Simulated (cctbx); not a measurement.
# From intensities to atoms

Cell a = 6.9770 Å, b = 6.9770 Å, c = 5.2990 Å, α = 90.00°, β = 90.00°, γ = 120.00°; space group P6_3/mmc (no. 194); content Pb6 Mn2.

The data are simulated with cctbx, not measured: Mo Kα, λ = 0.71073 Å, to d = 0.6 Å, 80 % of the full sphere, strongest reflection 5000 counts, noise from counting, a 3 % proportional error and a noise floor of 4 counts (s.d.); no absorption.

1 earlier start (other random phases, and plain and normalised amplitudes in turn) led nowhere (symmetry correlation 0.91).

Charge flipping in P1 on plain amplitudes to 0.9 Å, δ = 0.9 σ, 10 % of the reflections treated as weak, 300 cycles:

```text
cycle      R  skewness
    0  0.519     0.47
   25  0.402     2.35
   50  0.304     4.36
   75  0.304     4.18
  100  0.294     4.39
  125  0.282     4.28
  150  0.283     4.17
  175  0.271     4.30
  200  0.279     4.35
  225  0.299     4.22
  250  0.287     4.21
  275  0.288     4.23
origin shift          correlation  skewness
 0.570  0.442  0.453      0.967      5.30
 0.070  0.942  0.453      0.967      4.66
 0.570  0.942  0.453      0.967      4.49
 0.671  0.152  0.102      0.923      3.97
taken: symmetry correlation 0.967, skewness 5.30
peak      x       y       z  mult  height/sigma
Q1    0.1691  0.3382  0.7500    6     12.1
Q2    0.3333  0.6667  0.2500    2      6.0
Q3    0.0575  0.5287  0.7500    6      1.5
Q4    0.2103  0.6052  0.0051   12      1.1
Q5    0.1127  0.2255  0.5377   12      1.0
Q6    0.0673  0.1347  0.7500    6      0.8
Q7    0.2826  0.5652  0.7500    6      0.8
```

The origin is taken among those within 0.04 of the best correlation, by the skewness of the map.

It took 0.48 s on 1 thread of Arm Neoverse V2 (shared host), peak memory 0.07 GiB.

Q: Assign the peaks.

Heights go roughly as Z and multiplicities must add up to the content. First model: Q1 = Pb1 (6 in the cell, height 12.1) and Q2 = Mn1 (2 in the cell, height 6.0). Against the true structure, Q1 is Pb and Q2 is Mn; the other peaks are not atoms.

Least squares on F², isotropic:

```text
Rint 0.056, 236 unique reflections to 0.60 A
cycle     R1     wR2    GooF  max shift (A)
   1  0.0777  0.1591   5.189   0.00238
   2  0.0299  0.0688   2.244   0.00000
final R1 0.0299 wR2 0.0688 GooF 2.244  parameters 3  data/parameter 78.7
atom        x        y        z      Ueq    occ   su(xyz)  su(Uiso or U11)
Pb1    0.16930  0.33859  0.75000   0.0148  1.000  0.00011  0.0002
Mn1    0.33333  0.66667  0.25000   0.0183  1.000  0.00000  0.0008
difference map: max 5.51 min -9.21 rms 0.74
Q1    0.1486  0.2972  0.7500    6    5.68  0.25 A from Pb1
Q2    0.2010  0.4021  0.7500    6    5.06  0.38 A from Pb1
Q3    0.3333  0.6667  0.0099    4    2.25  1.27 A from Mn1
Q4    0.3333  0.6667  0.7500    2    2.21  1.98 A from Pb1
Q5    0.1116  0.2232  0.6210   12    2.07  0.98 A from Pb1
```

Anisotropic refinement:

```text
Rint 0.056, 236 unique reflections to 0.60 A
cycle     R1     wR2    GooF  max shift (A)
   1  0.0298  0.0688   2.259   0.00005
   2  0.0145  0.0299   0.981   0.00000
final R1 0.0145 wR2 0.0299 GooF 0.981  parameters 6  data/parameter 39.3
atom        x        y        z      Ueq    occ   su(xyz)  su(Uiso or U11)
Pb1    0.16930  0.33860  0.75000   0.0147  1.000  0.00005  0.0001
Mn1    0.33333  0.66667  0.25000   0.0183  1.000  0.00000  0.0005
difference map: max 2.27 min -2.08 rms 0.44
Q1    0.3333  0.6667  0.7500    2    2.27  1.98 A from Pb1
Q2    0.0000  0.4419  0.0000   12    1.87  2.13 A from Pb1
Q3    0.1068  0.2136  0.6303   12    1.83  0.99 A from Pb1
Q4    0.0609  0.2965  0.7500   12    1.59  0.66 A from Pb1
Q5    0.0504  0.4338  0.7500   12    1.58  1.30 A from Pb1
Q6    0.3333  0.6667  0.0202    4    1.58  1.22 A from Mn1
```

**Reading.** The refinement ends at R1 = 0.0145, wR2 = 0.0299, GooF = 0.98, with difference density between -2.08 and 2.27 e/Å³. Every site matches the true model in element, within 0.001 Å r.m.s., up to an allowed shift of origin.

True model:

```
atom  mult.       x       y    z  Ueq (Å²)
 Pb1      6  0.1693  0.3386  1/4    0.0146
 Mn1      2     1/3     2/3  3/4    0.0182
```

The model was made for the exercise: a known structure type with other elements put in, its volume estimated, not relaxed; displacement parameters are assumed.

[Middle refinement cycles are left out of these outputs.]

[Logs are printed without paths, hosts, clocks, repeated set-up lines and the standing remarks that a program may print on its own settings, such as how far it seeks lower states.]
